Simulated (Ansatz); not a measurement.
The crystal is KF (Carobbiite).

```
K F
1.0
     0.00000    2.67185    2.67185
     2.67185    0.00000    2.67185
     2.67185    2.67185    0.00000
K F
1 1
Direct
  0.00000 0.00000 0.00000
  0.50000 0.50000 0.50000
```

The cell and positions come from the Crystallography Open Database and are kept as given unless a step says otherwise.

Gaps computed with Ansatz 0.2.0 without a self-energy: LDA 5.81 eV, PBE 6.18 eV, HSE06 8.18 eV, PBE0 8.96 eV and DDH-PBE0 11.87 eV.

**Question.** What gap should G0W0 on PBE give (6×6×6 mesh, 245 empty bands, screening to 200 eV, PAW set soft_1 files)?

About 9.69 eV: on its mesh the run moves the gap from 6.18 eV by +3.51 eV. Among the scalar-relativistic levels given, PBE0 is nearest (−0.73 eV). Bands and cutoff are finite, so the gap is not at the basis limit. The miss can reach some tenths of an eV and take either sign; the mesh is an error of its own.

[Paths, hosts, dates, memory and timing lines, banners, echoed tables and standing remarks are left out of the program output.]

[Logs are printed without paths, hosts, clocks, repeated set-up lines and the standing remarks that a program may print on its own settings, such as how far it seeks lower states.]

[Runs of the session that timed out or met a known fault of the program may be left out.]

[Cells called generated may have been cut or substituted from an entry of the Crystallography Open Database or the Materials Project.]

[Hosts, paths, dates, database ids (printed as entryN), source tags and the programs' standing remarks are cut or masked in the printed files.]
